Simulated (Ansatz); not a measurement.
Consider TiO2 (Rutile).

```
Ti O
1.0
     2.29610    2.29610    3.24718
    -2.29610   -2.29610    3.24718
     2.09120   -2.09120    0.00000
Ti O
2 4
Direct
  0.00000 0.00000 0.00000
  0.50000 0.50000 0.50000
  0.30496 0.30496 0.00000
  0.19504 0.80496 0.50000
  0.69504 0.69504 0.00000
  0.80496 0.19504 0.50000
```

The cell and positions come from the Crystallography Open Database and are kept as given unless a step says otherwise. The program's search for lower electronic states was switched off, so nothing shows that the state found is the lowest. PAW set soft_2, made with PBE.

A constrained-RPA run (Ansatz 0.2.0; non-magnetic LDA; Ti d, bands c1 to c10, 4×4×6 mesh, medium accuracy) builds 10 functions on bands 5.8 eV wide, with 0.0 electrons in the window. The bare on-site interaction is 16.2 eV and the bare J 0.53 eV.

**Question.** What U and J survive the screening?

On the Ti d shell, U = 3.26 eV (20 % of the bare value), U′ = 2.43 eV, J = 0.40 eV.

The parent state is non-magnetic and the interaction static (zero frequency); U depends on the window and the orbitals, so it belongs to this model alone.

[Paths, hosts, dates, memory and timing lines, banners, echoed tables and standing remarks are left out of the program output.]

[Logs are printed without paths, hosts, clocks, repeated set-up lines and the standing remarks that a program may print on its own settings, such as how far it seeks lower states.]

[Runs of the session that timed out or met a known fault of the program may be left out.]

[Hosts, paths, dates, database ids (printed as entryN), source tags and the programs' standing remarks are cut or masked in the printed files.]
